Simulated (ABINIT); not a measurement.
# Calculated records

```json
{"subject": "A GW chain in ABINIT: K2Pt (Fm-3m)", "lattice_ang": [[-0.0, 3.7815, 3.7815], [3.7815, -0.0, 3.7815], [3.7815, 3.7815, -0.0]], "atoms": [["K", 0.75, 0.75, 0.75], ["K", 0.25, 0.25, 0.25], ["Pt", 0.0, 0.0, 0.0]], "method": "RPA screening on PBEsol with spin-orbit coupling, plane waves, norm-conserving pseudopotentials (and 2 further levels or steps)", "program": "ABINIT 10.8.3", "settings_of_one_run": "cutoff 38 Ha, PseudoDojo fully relativistic 0.4 standard, norm-conserving, ngkpt (2, 2, 2), nband 142, ecuteps 3.6 Ha, shiftk (0, 0, 0), symchi 1, awtr 1, frequency ppm, 2×2×2 k-mesh", "cost": "5 runs, 15 min in all on 4 MPI ranks of Arm Neoverse V1, shared host (the runs of this entry)", "notes": "The program’s warnings: Neglecting <n,k|[Vnl,iqr]|m,k> and nproc spkpt=  >= nkpt= * nsppol=. The cell and positions are those that the Materials Project relaxed with its own functionals (PBE, PBE+U or r2SCAN), kept fixed. Limits: screening head approximate; d states lean on the start. Bands and cutoff are finite, so the gap is not at the basis limit. The miss can reach some tenths of an eV and take either sign; the mesh is an error of its own. The 2×2×2 mesh is coarse for this cell, which bears on the long-range parts of exchange and screening.", "results": {"pbesol_gap": "0.91 eV, indirect", "g0w0_gap_on_the_mesh": "1.35 eV", "gw_settings": "2×2×2 mesh, 142 bands, screening to 98 eV, Godby-Needs plasmon pole", "known_limits": "not at the basis limit; screening head approximate; d states lean on the start; coarse k mesh"}}
```

[Paths, hosts, dates, memory and timing lines, banners, echoed tables and standing remarks are left out of the program output.]

[Logs are printed without paths, hosts, clocks, repeated set-up lines and the standing remarks that a program may print on its own settings, such as how far it seeks lower states.]

[Runs of the session that timed out or met a known fault of the program may be left out.]

[Hosts, paths, dates, database ids (printed as entryN), source tags and the programs' standing remarks are cut or masked in the printed files.]

[G0W0 gaps are taken among the corrected bands and points alone; a level outside them can change the order at an edge.]

[Where Ansatz stands beside ABINIT at settings called matched, ABINIT's density can come from a denser mesh and the files from another edition; pairs whose starting gaps differed by over 0.03 eV were left out, so agreement reads better than it is.]
